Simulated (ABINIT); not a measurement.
**CaHClO (P6_3mc): G0W0 with ABINIT, start to end**

Aim: the G0W0 gap of CaHClO (P6_3mc) on LDA, step by step.

Calculated with ABINIT 10.8.3; LDA and many-body steps on it, plane waves.

### 1. The structure

It takes space group P6_3mc (No. 186, hexagonal). Conventional cell: a = 3.870 Å, b = 3.870 Å, c = 9.810 Å, α = 90.00°, β = 90.00°, γ = 120.00°. Ca has 3 O at 2.33 Å and 3 H at 2.77 Å and 4 Cl at 2.87 to 3.11 Å nearest. H has 1 O at 0.97 Å nearest. Cl has 3 H at 2.67 Å and 4 Ca at 2.87 to 3.11 Å nearest. Nearest to O lie 1 H at 0.97 Å and 3 Ca at 2.33 Å. Farther neighbours and most contacts between anions are not listed.

The cell and positions are those that the Materials Project relaxed with its own functionals (PBE, PBE+U or r2SCAN), kept fixed.

### 2. Ground state

This step: ABINIT 10.8.3; DFT, LDA, plane waves, norm-conserving pseudopotentials.

The ground-state density comes first.

The input, run.abi:

```
acell 3*1.0 Angstrom
rprim 
  3.869837503795 0.000000000001 0.000000000000
  -1.934918751899 3.351377586804 0.000000000000
  0.000000000000 0.000000000000 9.809829070000
ntypat 4
znucl 20 1 17 8
natom 8
typat 1 1 2 2 3 3 4 4
xred 
  0.333333333333 0.666666666667 0.000072350000
  0.666666666667 0.333333333333 0.500072350000
  0.000000000000 0.000000000000 0.166937970000
  0.000000000000 0.000000000000 0.666937970000
  0.333333333333 0.666666666667 0.316666000000
  0.666666666667 0.333333333333 0.816666000000
  0.000000000000 0.000000000000 0.068122680000
  0.000000000000 0.000000000000 0.568122680000
pp_dirpath "pseudos"
pseudos "Ca.upf, H.upf, Cl.upf, O.upf"
ecut 36
ngkpt 6 6 2
nshiftk 1
shiftk 0 0 0
kptopt 1
chksymbreak 0
nband 32
occopt 1
tolvrs 1e-10
nstep 60
prtwf 0
optforces 0
optstress 0
indata_prefix "in"
outdata_prefix "out"
tmpdata_prefix "tmp"
```

Command:

```bash
$ OMP_NUM_THREADS=1 mpirun -n 8 abinit run.abi > log
```

Numbers of over 12 decimals in the logs are rounded to 6 here.

What it wrote:

```text
.Version 10.8.3 of ABINIT. v10.8.2 released Aug 2026.

 Symmetries : space group P6_3 m c (#186); Bravais hP (primitive hexag.)
================================================================================
 Values of the parameters that define the memory need of the present run
     intxc =       0    ionmov =       0      iscf =       7    lmnmax =       6
     lnmax =       6     mgfft =     108  mpssoang =       3    mqgrid =    5007
     natom =       8  nloc_mem =       1    nspden =       1   nspinor =       1
    nsppol =       1      nsym =      12    n1xccc =    2501    ntypat =       4
    occopt =       1   xclevel =       1
-    mband =          32        mffmem =           1         mkmem =           2
       mpw =        8886          nfft =      172800          nkpt =          14
================================================================================
  Rough estimation (10% accuracy) of disk space for files :
================================================================================

--------------------------------------------------------------------------------
------------- Echo of variables that govern the present computation ------------
--------------------------------------------------------------------------------
 -outvars: echo values of preprocessed input variables --------
            acell      1.8897261259E+00  1.8897261259E+00  1.8897261259E+00 Bohr

      chksymbreak           0
             ecut      3.60000000E+01 Hartree
-          fftalg         312

              ixc       -1012
              kpt      0.00000000E+00  0.00000000E+00  0.00000000E+00
                       1.66666667E-01  0.00000000E+00  0.00000000E+00
                       3.33333333E-01  0.00000000E+00  0.00000000E+00
                       5.00000000E-01  0.00000000E+00  0.00000000E+00
                       1.66666667E-01  1.66666667E-01  0.00000000E+00
                       3.33333333E-01  1.66666667E-01  0.00000000E+00
                       3.33333333E-01  3.33333333E-01  0.00000000E+00
                       0.00000000E+00  0.00000000E+00  5.00000000E-01
                       1.66666667E-01  0.00000000E+00  5.00000000E-01
                       3.33333333E-01  0.00000000E+00  5.00000000E-01
                       5.00000000E-01  0.00000000E+00  5.00000000E-01
[...]
kptrlatt        6    0    0      0    6    0      0    0    2
          kptrlen      3.70757806E+01
P           mkmem           2
            natom           8
            nband          32
            ngfft          40      40     108
             nkpt          14
            nstep          60
             nsym          12
           ntypat           4
              occ      2.000000  2.000000  2.000000  2.000000  2.000000  2.000000
                       2.000000  2.000000  2.000000  2.000000  2.000000  2.000000
                       2.000000  2.000000  2.000000  2.000000  2.000000  2.000000
                       2.000000  2.000000  2.000000  2.000000  2.000000  2.000000
                       0.000000  0.000000  0.000000  0.000000  0.000000  0.000000
                       0.000000  0.000000
        optforces           0
        optstress           0
            prtwf           0
            rprim      3.8698375038E+00  1.0000000000E-12  0.0000000000E+00
[...]
spgroup         186

           tolvrs      1.00000000E-10

             xred      3.3333333333E-01  6.6666666667E-01  7.2350000000E-05
[...]
znucl       20.00000    1.00000   17.00000    8.00000

================================================================================

 chkinp: Checking input parameters for consistency.

================================================================================
== DATASET  1 ==================================================================
-   mpi_nproc: 8, omp_nthreads: 1 (-1 if OMP is not activated)

--- !DatasetInfo
iteration_state: {dtset: 1, }
dimensions: {natom: 8, nkpt: 14, mband: 32, nsppol: 1, nspinor: 1, nspden: 1, mpw: 8886, }
cutoff_energies: {ecut:  36.0, pawecutdg:  -1.0, }
electrons: {nelect:   4.80000000E+01, charge:   0.00000000E+00, occopt:   1.00000000E+00, tsmear:   1.00000000E-02, }

 Real(R)+Recip(G) space primitive vectors, cartesian coordinates (Bohr,Bohr^-1):
 R(1)=  7.3129330  0.0000000  0.0000000  G(1)=  0.1367440  0.0789492  0.0000000
 R(2)= -3.6564665  6.3331858  0.0000000  G(2)=  0.0000000  0.1578984  0.0000000
 R(3)=  0.0000000  0.0000000 18.5378903  G(3)=  0.0000000  0.0000000  0.0539436
 Unit cell volume ucvol=  8.5856688E+02 bohr^3
 Angles (23,13,12)=  9.00000000E+01  9.00000000E+01  1.20000000E+02 degrees

 getcut: wavevector=  0.0000  0.0000  0.0000  ngfft=  40  40 108
         ecut(hartree)=     36.000   => boxcut(ratio)=   2.02513

--- Pseudopotential description ------------------------------------------------
- Ca Generated using ONCVPSP code by D. R. Hamann
- 20.00000  10.00000  180309                  znucl, zion, pspdat
12 -1012 2 -1 1724                            pspcod,pspxc,lmax,lloc,mmax
     nproj     2     2     2
  pspatm : epsatm=   12.51424511
         --- l  ekb(1:nproj) -->
[...]
pspatm: atomic psp has been read  and splines computed

- H Generated using ONCVPSP code by D. R. Hamann
[...]
pspatm: atomic psp has been read  and splines computed

- O Generated using ONCVPSP code by D. R. Hamann
-  8.00000   6.00000  201201                  znucl, zion, pspdat
12 -1012 2 -1 926                             pspcod,pspxc,lmax,lloc,mmax
     nproj     2     2     1
  pspatm : epsatm=    6.27558587
         --- l  ekb(1:nproj) -->
[...]
2   -1.033686
 pspatm: atomic psp has been read  and splines computed

   2.69081325E+03                                ecore*ucvol(ha*bohr**3)
--------------------------------------------------------------------------------

_setup2: Arith. and geom. avg. npw (full set) are    8859.736    8859.726

================================================================================

--- !BeginCycle
iteration_state: {dtset: 1, }
solver: {iscf: 7, nstep: 60, nline: 4, wfoptalg: 0, }
tolerances: {tolvrs: 1.00E-10, }

     iter   Etot(hartree)      deltaE(h)  residm     vres2
 ETOT  1  -144.38821736266    -1.444E+02 6.348E-02 1.653E+03
 ETOT  2  -144.27821471769     1.100E-01 5.738E-02 1.643E+03
 ETOT  3  -144.77691110182    -4.987E-01 6.182E-03 1.231E+02
 ETOT  4  -144.79428587134    -1.737E-02 5.814E-03 6.956E+00
 ETOT  5  -144.79486761980    -5.817E-04 5.345E-03 2.937E-01
 ETOT  6  -144.79488427622    -1.666E-05 4.024E-03 3.802E-02
 ETOT  7  -144.79488849242    -4.216E-06 1.994E-03 2.844E-03
 ETOT  8  -144.79488865039    -1.580E-07 1.041E-03 2.277E-04
 ETOT  9  -144.79488866911    -1.872E-08 6.076E-04 1.684E-05
 ETOT 10  -144.79488867111    -1.994E-09 5.547E-04 2.309E-06
 ETOT 11  -144.79488867117    -6.636E-11 5.950E-04 3.683E-07
 ETOT 12  -144.79488867124    -7.125E-11 4.722E-04 9.719E-09
 ETOT 13  -144.79488867125    -3.524E-12 5.587E-04 4.874E-10
 ETOT 14  -144.79488867125    -4.150E-12 4.410E-04 8.461E-11

 At SCF step   14       vres2   =  8.46E-11 < tolvrs=  1.00E-10 =>converged.

--- !ResultsGS
iteration_state: {dtset: 1, }
comment   : Summary of ground state results
lattice_vectors:
- [  7.3129330,   0.0000000,   0.0000000, ]
- [ -3.6564665,   6.3331858,   0.0000000, ]
- [  0.0000000,   0.0000000,  18.5378903, ]
lattice_lengths: [   7.31293,    7.31293,   18.53789, ]
lattice_angles: [ 90.000,  90.000, 120.000, ] # degrees, (23, 13, 12)
lattice_volume:   8.5856688E+02
convergence: {deltae: -4.150E-12, res2:  8.461E-11, residm:  4.410E-04, diffor:  0.000E+00, }
etotal    :  -1.44794889E+02
entropy   :   0.00000000E+00
fermie    :   3.40383594E-02
cartesian_stress_tensor: null
pressure_GPa: null
xred      :
- [  3.3333E-01,   6.6667E-01,   7.2350E-05, Ca]
- [  6.6667E-01,   3.3333E-01,   5.0007E-01, Ca]
- [  9.2519E-17,   0.0000E+00,   1.6694E-01,  H]
- [  9.2519E-17,   0.0000E+00,   6.6694E-01,  H]
- [  3.3333E-01,   6.6667E-01,   3.1667E-01, Cl]
- [  6.6667E-01,   3.3333E-01,   8.1667E-01, Cl]
- [  9.2519E-17,   0.0000E+00,   6.8123E-02,  O]
- [  9.2519E-17,   0.0000E+00,   5.6812E-01,  O]
cartesian_forces: null
force_length_stats: {min: null, max: null, mean: null, }

 Integrated electronic density in atomic spheres:
 ------------------------------------------------
 Atom  Sphere_radius  Integrated_density
[...]
================================================================================

 ----iterations are completed or convergence reached----

 Mean square residual over all n,k,spin=   29.209E-07; max=  44.104E-05
 reduced coordinates (array xred) for    8 atoms
[...]
0.000000000000      0.000000000000      0.666937970000
       0.333333333333      0.666666666667      0.316666000000
       0.666666666667      0.333333333333      0.816666000000
       0.000000000000      0.000000000000      0.068122680000
       0.000000000000      0.000000000000      0.568122680000
 rms dE/dt=  0.0000E+00; max dE/dt=  0.0000E+00; dE/dt below (all hartree)
    1       0.000000000000      0.000000000000      0.000000000000
    2       0.000000000000      0.000000000000      0.000000000000
    3       0.000000000000      0.000000000000      0.000000000000
    4       0.000000000000      0.000000000000      0.000000000000
    5       0.000000000000      0.000000000000      0.000000000000
    6       0.000000000000      0.000000000000      0.000000000000
    7       0.000000000000      0.000000000000      0.000000000000
    8       0.000000000000      0.000000000000      0.000000000000

 cartesian coordinates (angstrom) at end:
    1     -1e-12     2.234252     0.000709741
    2      1.934919     1.117126     4.905624
    3      0.000000     0.000000     1.637633
    4      0.000000     0.000000     6.542547
    5     -1e-12     2.234252     3.106439
    6      1.934919     1.117126     8.011354
    7      0.000000     0.000000     0.668272
    8      0.000000     0.000000     5.573186
 length scales=  1.889726125908  1.889726125908  1.889726125908 bohr
              =  1.000000000000  1.000000000000  1.000000000000 angstroms
 prteigrs : about to open file out_EIG
 Fermi (or HOMO) energy (hartree) =   0.03404   Average Vxc (hartree)=  -0.35031
 Eigenvalues (hartree) for nkpt=  14  k points:
 kpt#   1, nband= 32, wtk=  0.01389, kpt=  0.0000  0.0000  0.0000 (reduced coord)
  -1.32895   -1.32894   -0.64895   -0.64752   -0.63767   -0.63767   -0.63765   -0.63765
  -0.56927   -0.56748   -0.43333   -0.43310   -0.13136   -0.11727   -0.02706   -0.01066
  -0.01066   -0.00277   -0.00277    0.00433    0.02493    0.02493    0.03404    0.03404
   0.22020    0.25417    0.29698    0.29830    0.29830    0.29856    0.29856    0.33373
 prteigrs : prtvol=0 or 1, do not print more k-points.

--- !EnergyTerms
iteration_state     : {dtset: 1, }
comment             : Components of total free energy in Hartree
kinetic             :  6.10358282886562E+01
hartree             :  3.58507183262455E+01
xc                  : -3.25113259995545E+01
Ewald energy        : -9.41224292947637E+01
psp_core            :  3.13407529168828E+00
local_psp           : -1.23388228188570E+02
non_local_psp       :  5.20647290504608E+00
total_energy        : -1.44794888671252E+02
total_energy_eV     : -3.94006964207725E+03
band_energy         : -1.75408221158610E+01

== END DATASET(S) ==============================================================
================================================================================

 -outvars: echo values of variables after computation  --------
           etotal     -1.4479488867E+02
            nband          32
             nkpt          14
          spgroup         186
 [... the other variables as echoed above ...]

 Calculation completed.
```

Wall time 55 s (8 MPI ranks of Arm Neoverse V2, shared host); peak memory 0.84 GiB; 6.3 min of CPU time.

This step gave:

```
total energy               : -3940.0696 eV
gap                        : 5.066 eV
k of the valence top       : 0, 0, 0
k of the conduction bottom : 0, 0, 0
least direct gap           : 5.066 eV
```

The gap is direct, at Γ.

### 3. Empty states on the mesh, 3×3×1 mesh, 194 bands

The sums over transitions need many empty states on a uniform mesh; this step solves for them.

run.abi: that of step 2 with these lines changed.

```diff
@@ -21,3 +21,3 @@
 ecut 36
-ngkpt 6 6 2
+ngkpt 3 3 1
 nshiftk 1
@@ -26,9 +26,10 @@
 chksymbreak 0
-nband 32
-occopt 1
-tolvrs 1e-10
+iscf -2
+irdden 1
+istwfk *1
+nband 194
+nbdbuf 16
+tolwfr 1e-09
 nstep 60
-prtwf 0
-optforces 0
-optstress 0
+prtvol 0
 indata_prefix "in"
```

Command:

```bash
$ OMP_NUM_THREADS=2 mpirun -n 3 abinit run.abi > log
```

What it wrote:

```text
.Version 10.8.3 of ABINIT. v10.8.2 released Aug 2026.

 Symmetries : space group P6_3 m c (#186); Bravais hP (primitive hexag.)
[... echo of the input left out ...]
== DATASET  1 ==================================================================
-   mpi_nproc: 3, omp_nthreads: 2 (-1 if OMP is not activated)

--- !DatasetInfo
iteration_state: {dtset: 1, }
dimensions: {natom: 8, nkpt: 3, mband: 194, nsppol: 1, nspinor: 1, nspden: 1, mpw: 8886, }
cutoff_energies: {ecut:  36.0, pawecutdg:  -1.0, }
electrons: {nelect:   4.80000000E+01, charge:   0.00000000E+00, occopt:   1.00000000E+00, tsmear:   1.00000000E-02, }

 Real(R)+Recip(G) space primitive vectors, cartesian coordinates (Bohr,Bohr^-1):
 R(1)=  7.3129330  0.0000000  0.0000000  G(1)=  0.1367440  0.0789492  0.0000000
 R(2)= -3.6564665  6.3331858  0.0000000  G(2)=  0.0000000  0.1578984  0.0000000
 R(3)=  0.0000000  0.0000000 18.5378903  G(3)=  0.0000000  0.0000000  0.0539436
 Unit cell volume ucvol=  8.5856688E+02 bohr^3
 Angles (23,13,12)=  9.00000000E+01  9.00000000E+01  1.20000000E+02 degrees

 getcut: wavevector=  0.0000  0.0000  0.0000  ngfft=  40  40 108
         ecut(hartree)=     36.000   => boxcut(ratio)=   2.02513

--- Pseudopotential description ------------------------------------------------
- Ca Generated using ONCVPSP code by D. R. Hamann
- 20.00000  10.00000  180309                  znucl, zion, pspdat
12 -1012 2 -1 1724                            pspcod,pspxc,lmax,lloc,mmax
     nproj     2     2     2
  pspatm : epsatm=   12.51424511
         --- l  ekb(1:nproj) -->
             0   10.026170    0.975458
             1    2.942990    0.445396
             2   -3.490458   -1.115963
 pspatm: atomic psp has been read  and splines computed

- H Generated using ONCVPSP code by D. R. Hamann
-  1.00000   1.00000  180309                  znucl, zion, pspdat
12 -1012 1 -1 1180                            pspcod,pspxc,lmax,lloc,mmax
     nproj     2     1     0
  pspatm : epsatm=    0.35439867
         --- l  ekb(1:nproj) -->
[...]
1   -0.275071
 pspatm: atomic psp has been read  and splines computed

- Cl Generated using ONCVPSP code by D. R. Hamann
- 17.00000   7.00000  180309                  znucl, zion, pspdat
12 -1012 2 -1 1016                            pspcod,pspxc,lmax,lloc,mmax
     nproj     2     2     2
  pspatm : epsatm=    8.88507506
         --- l  ekb(1:nproj) -->
[...]
pspatm: atomic psp has been read  and splines computed

- O Generated using ONCVPSP code by D. R. Hamann
-  8.00000   6.00000  201201                  znucl, zion, pspdat
12 -1012 2 -1 926                             pspcod,pspxc,lmax,lloc,mmax
     nproj     2     2     1
  pspatm : epsatm=    6.27558587
         --- l  ekb(1:nproj) -->
[...]
2   -1.033686
 pspatm: atomic psp has been read  and splines computed

[...]
9.25E-06  2.05E-04
 -1.3290E+00 -1.3289E+00 -6.4895E-01 -6.4752E-01 -6.3767E-01 -6.3767E-01
 -6.3765E-01 -6.3765E-01 -5.6927E-01 -5.6748E-01 -4.3333E-01 -4.3310E-01
 -1.3136E-01 -1.1728E-01 -2.7057E-02 -1.0662E-02 -1.0662E-02 -2.7713E-03
[...]
2.2358E+00  2.2358E+00  2.2527E+00  2.2544E+00  2.2544E+00  2.2698E+00
  2.2698E+00  2.2856E+00  2.2988E+00  2.3056E+00  2.3056E+00  2.3098E+00
  2.3098E+00  2.3371E+00
 prteigrs : prtvol=0 or 1, do not print more k-points.

--- !ResultsGS
iteration_state: {dtset: 1, }
comment   : Summary of ground state results
lattice_vectors:
- [  7.3129330,   0.0000000,   0.0000000, ]
- [ -3.6564665,   6.3331858,   0.0000000, ]
- [  0.0000000,   0.0000000,  18.5378903, ]
lattice_lengths: [   7.31293,    7.31293,   18.53789, ]
lattice_angles: [ 90.000,  90.000, 120.000, ] # degrees, (23, 13, 12)
lattice_volume:   8.5856688E+02
convergence: {deltae:  0.000E+00, res2:  0.000E+00, residm:  9.910E-10, diffor:  0.000E+00, }
etotal    :  -1.44794889E+02
entropy   :   0.00000000E+00
fermie    :   3.40383594E-02
cartesian_stress_tensor: null
pressure_GPa: null
xred      :
- [  3.3333E-01,   6.6667E-01,   7.2350E-05, Ca]
- [  6.6667E-01,   3.3333E-01,   5.0007E-01, Ca]
- [  9.2519E-17,   0.0000E+00,   1.6694E-01,  H]
- [  9.2519E-17,   0.0000E+00,   6.6694E-01,  H]
- [  3.3333E-01,   6.6667E-01,   3.1667E-01, Cl]
- [  6.6667E-01,   3.3333E-01,   8.1667E-01, Cl]
- [  9.2519E-17,   0.0000E+00,   6.8123E-02,  O]
- [  9.2519E-17,   0.0000E+00,   5.6812E-01,  O]
cartesian_forces: null
force_length_stats: {min: null, max: null, mean: null, }

 Integrated electronic density in atomic spheres:
 ------------------------------------------------
 Atom  Sphere_radius  Integrated_density
[...]
================================================================================

 ----iterations are completed or convergence reached----

 Mean square residual over all n,k,spin=   48.164E-11; max=  99.104E-11
 reduced coordinates (array xred) for    8 atoms
[...]
0.000000000000      0.000000000000      0.068122680000
       0.000000000000      0.000000000000      0.568122680000

 cartesian coordinates (angstrom) at end:
    1     -1e-12     2.234252     0.000709741
    2      1.934919     1.117126     4.905624
    3      0.000000     0.000000     1.637633
[...]
7      0.000000     0.000000     0.668272
    8      0.000000     0.000000     5.573186
 length scales=  1.889726125908  1.889726125908  1.889726125908 bohr
              =  1.000000000000  1.000000000000  1.000000000000 angstroms
 prteigrs : about to open file out_EIG
 Eigenvalues (hartree) for nkpt=   3  k points:
 kpt#   1, nband=194, wtk=  0.11111, kpt=  0.0000  0.0000  0.0000 (reduced coord)
[...]
2.20982    2.22678    2.23183    2.23553    2.23583    2.23583    2.25268    2.25442
   2.25442    2.26983    2.26983    2.28561    2.29882    2.30560    2.30560    2.30979
   2.30979    2.33714
 prteigrs : prtvol=0 or 1, do not print more k-points.

== END DATASET(S) ==============================================================
================================================================================

 -outvars: echo values of variables after computation  --------
            nband         194
             nkpt           3
          spgroup         186
 [... the other variables as echoed above ...]

 Calculation completed.
```

It took 82 s on 3 MPI ranks; peak memory 0.39 GiB.

Numbers from this step:

```
gap                                                           : 5.066 eV
k of the valence top                                          : 0, 0, 0
k of the conduction bottom                                    : 0, 0, 0
least direct gap                                              : 5.066 eV
k points computed                                             : 3
lowest point of the top converged band, above the valence top : 59.6675 eV
```

On this mesh the gap is 5.066 eV.

(Continued in part 2 of 2.)

[Paths, hosts, dates, memory and timing lines, banners, echoed tables and standing remarks are left out of the program output.]

[Logs are printed without paths, hosts, clocks, repeated set-up lines and the standing remarks that a program may print on its own settings, such as how far it seeks lower states.]

[Runs of the session that timed out or met a known fault of the program may be left out.]

[Hosts, paths, dates, database ids (printed as entryN), source tags and the programs' standing remarks are cut or masked in the printed files.]

[G0W0 gaps are taken among the corrected bands and points alone; a level outside them can change the order at an edge.]

[Where Ansatz stands beside ABINIT at settings called matched, ABINIT's density can come from a denser mesh and the files from another edition; pairs whose starting gaps differed by over 0.03 eV were left out, so agreement reads better than it is.]
